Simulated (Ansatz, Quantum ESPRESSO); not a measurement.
# VRu (Pm-3m): electron–phonon coupling with Quantum ESPRESSO, part 2 of 2

Each step names its level of theory.

So far, highest frequency, solved or plainly interpolated (cm⁻¹): step 4 (phonons and couplings with ph.x: Gaussian smearing of 0.2 eV) 271; step 5 (electron–phonon run: Gaussian smearing of 0.2 eV, PBEsol) 275. Also coupling constant λ: step 5 1.91. The relaxed cell has a = 2.971 Å (conventional setting).

## 7. Second program, linear response: Gaussian smearing of 0.2 eV

ph.in

```
phonons and couplings
&inputph
   prefix = 'x'
   outdir = './tmp'
   tr2_ph = 1.0d-15
   fildyn = 'x.dyn'
   fildvscf = 'dvscf'
   ldisp = .true.
   nq1 = 2
   nq2 = 2
   nq3 = 2
   electron_phonon = 'simple'
   el_ph_ngauss = 0
   el_ph_sigma = 0.00734986
   el_ph_nsigma = 4
   alpha_mix(1) = 0.5
   amass(1) = 50.9415
   amass(2) = 101.07
/
```

Command:

```bash
> OMP_NUM_THREADS=1 mpirun -n 4 ph.x -nk 4 -in ph.in > ph.x.log
```

Wall time 5 min (4 MPI ranks of Intel Xeon Platinum 8488C (Sapphire Rapids), shared host).

This step gave:

* highest frequency, solved or plainly interpolated: 271.5 cm⁻¹
* omega log against width: 10.04, 10.4, 9.946, 9.657 meV, at widths 0.1 to 0.4 eV

As ph.x prints them, no sum rule imposed; at the zone centre the sum is no linewidth. Double-delta sums:

```
 q1   q2   q3  star  mode  omega (meV)  lambda_q, sigma 0.1 eV  lambda_q, sigma 0.2 eV  lambda_q, sigma 0.3 eV  lambda_q, sigma 0.4 eV  half width at sigma 0.2 (meV)
  0    0    0     1     1      -0.6493                       0                       0                       0                       0                        4.14e-5
  0    0    0     1     2      -0.6493                       0                       0                       0                       0                        4.14e-5
  0    0    0     1     3      -0.6493                       0                       0                       0                       0                        4.14e-5
  0    0    0     1     4        13.59                  0.1048                   0.723                  0.8812                  0.8678                         0.6351
  0    0    0     1     5        13.59                  0.1048                   0.723                  0.8812                  0.8678                         0.6351
  0    0    0     1     6        13.59                  0.1048                   0.723                  0.8812                  0.8678                         0.6351
  0    0  0.5     3     1        12.75                  0.3476                  0.4485                  0.4709                  0.4544                         0.3466
  0    0  0.5     3     2        12.75                  0.3476                  0.4485                  0.4709                  0.4544                         0.3466
  0    0  0.5     3     3        21.25                  0.2587                  0.1886                  0.1799                  0.1692                         0.4053
  0    0  0.5     3     4        24.46                  0.0514                  0.0601                   0.065                  0.0648                         0.1709
  0    0  0.5     3     5        24.46                  0.0514                  0.0601                   0.065                  0.0648                         0.1709
  0    0  0.5     3     6        30.54                  0.3286                  0.2729                  0.2445                  0.2195                          1.211
  0  0.5  0.5     3     1        6.535                   1.487                   1.385                    1.69                   1.806                         0.2814
  0  0.5  0.5     3     2        6.535                   1.487                   1.385                    1.69                   1.806                         0.2814
  0  0.5  0.5     3     3        10.33                  0.2153                  0.6315                  0.6494                   0.612                         0.3202
  0  0.5  0.5     3     4        17.24                  0.1863                  0.3402                  0.3497                  0.3235                         0.4811
  0  0.5  0.5     3     5        33.67                  0.0258                  0.0371                    0.04                  0.0397                         0.2002
  0  0.5  0.5     3     6        33.67                  0.0258                  0.0371                    0.04                  0.0397                         0.2002
0.5  0.5  0.5     1     1        23.42                  0.2461                  0.1703                  0.1585                  0.1482                         0.4444
0.5  0.5  0.5     1     2        23.42                  0.2461                  0.1703                  0.1585                  0.1482                         0.4444
0.5  0.5  0.5     1     3        23.42                  0.2461                  0.1703                  0.1585                  0.1482                         0.4444
0.5  0.5  0.5     1     4        24.61                  0.0947                  0.2083                  0.2296                  0.2064                            0.6
0.5  0.5  0.5     1     5        24.61                  0.0947                  0.2083                  0.2296                  0.2064                            0.6
0.5  0.5  0.5     1     6        24.61                  0.0947                  0.2083                  0.2296                  0.2064                            0.6
```

Mean over the q mesh without its centre; few wavevectors enter, so none of the widths can be taken as converged. Coupling constant λ, lambda against Gaussian width:

```csv
Gaussian width (eV),"coupling constant λ, lambda"
0.100,2.21
0.200,2.43
0.300,2.72
0.400,2.75
```

λ runs from 2.21 at 0.1 eV to 2.75 at 0.4 eV.

## 8. Summary of results

```
run                                                                                               : PBEsol, q 2×2×2, k 6×6×6, scattering 8×8×8 (Gaussian smearing of 0.2 eV)
coupling constant λ                                                                               : 1.91
log mean phonon energy ħω_log                                                                     : 14.1 meV
states at the Fermi level                                                                         : 1.49 states/eV/spin/cell
resistivity at 300 K                                                                              : 49.1 μΩ cm
Drude plasma energy                                                                               : 6.35 eV
resistivity times mean free path                                                                  : 4.86 × 10⁻¹⁶ Ω m²
change between its two finest scattering meshes                                                   : λ 11 %, resistivity at 300 K 24 %
time of that run                                                                                  : 19 s
coupling λ by Gaussian sums at 0.2 eV, Quantum ESPRESSO, GBRV, cutoff 612 eV, q 2×2×2, k 8×8×8    : 2.19
coupling λ by Gaussian sums at 0.2 eV, Quantum ESPRESSO, GBRV, cutoff 612 eV, q 2×2×2, k 10×10×10 : 2.43
```

On the last rung that gave a resistivity at the base settings (q 2×2×2, k 6×6×6, scattering 8×8×8), VRu (Pm-3m) has λ = 1.9 and a phonon-limited resistivity of 49.1 μΩ cm at 300 K. Under gradient-corrected functionals ph.x can misplace modes where the density is low; no frozen-phonon run checks these frequencies. In the last run that gave them, λ from the Gaussian sums still varies by a factor of 1.2 between widths of 0.1 and 0.4 eV; these sums hold few wavevectors and leave out the zone centre. The coupling is very strong (λ = 1.9 in the run with Gaussian smearing of 0.2 eV), so phonons raise the electrons' mass at the Fermi surface by about 191 %. At 800 K the mean free path from ρℓ/ρ falls to about 0.36 nm in the direction where it is shortest, a few atomic spacings, where real metals begin to saturate below the Boltzmann values. By the run's own test λ moves by 11 % between the two scattering meshes. Values of ρ(T) under 50 K rest on the softest modes, mostly interpolated ones, and are the least sure of the table. The high-temperature form ρ = 2π k_B T λ_tr/(ħ ε₀ ω_p²) gives 54.2 μΩ cm along x at 300 K, against 49.1 from the Boltzmann equation. Ziman's lowest order at 300 K, 52.1, lies between: the step down to it comes mostly from the finite phonon energies, and the full solution lies lower still, since it lets the current shift to the states that scatter least. The three lowest branches give 76 % of λ. By the run's own test, which takes the component that moves most, the resistivity at 300 K moves by 24 % between its two finest scattering meshes, so it is not converged. In the run quoted no mode is imaginary at the wavevectors of the 2×2×2 mesh; wavevectors off that mesh are interpolated. Only scattering by harmonic phonons counts; impurities, grain boundaries and thermal expansion are left out. The phonon runs are not spin-polarised.

[Logs are printed without paths, hosts, clocks, repeated set-up lines and the standing remarks that a program may print on its own settings, such as how far it seeks lower states.]

[Hosts, paths, dates, database ids (printed as entryN), source tags and the programs' standing remarks are cut or masked in the printed files.]
